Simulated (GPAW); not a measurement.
# Polarising a 7-layer slab of Ta(110) with a field along the normal

The dipole of the cell at several fields, atoms fixed. What does the strongest field give, and what length does the slope stand for?

How it was computed: GPAW 26.7.0, plane waves (400 eV), PAW setups, PBE, 12×12 mesh, a dipole layer in the vacuum; geometry relaxed without an applied field with GPAW. The cell's area is 7.75 Å², and e/ε0 = 180.95 V Å.

The runs, one held back:

```
field (V/Å)  dipole (e Å)
       −0.2       −0.1544
       −0.1       −0.0762
      −0.05       −0.0370
       0.05        0.0413
        0.1        0.0804
        0.2        0.1587
        0.3             ?
```

**Question.** What is the dipole at 0.3 V/Å?

Worked answer. A line through the 6 points has the slope α = 0.783 e Å per V/Å and the intercept p₀ = 0.0021 e Å (r.m.s. residual 2.7e−05). At 0.3 V/Å it gives p = 0.0021 + 0.783 × 0.3 = 0.2370 e Å; the run gives 0.2371 e Å, so the response stays linear to 0.1 % of the induced part. Dividing by ε0 and the area: α/(ε0 A) = 0.783 × 180.95 / 7.75 = 18.28 Å, against 14.00 Å between the outer nuclei. A metal screens fully, so the excess of 4.29 Å puts the image planes about 2.14 Å outside the outer atoms on average.

**Limits.** This is the electronic response alone; ions that move would add to it in polar layers. No run was spin-polarised, so magnetic states weren't tested. Spin-orbit coupling is left out, which matters for the heavier atoms here.

[Logs are printed without paths, hosts, clocks, repeated set-up lines and the standing remarks that a program may print on its own settings, such as how far it seeks lower states.]
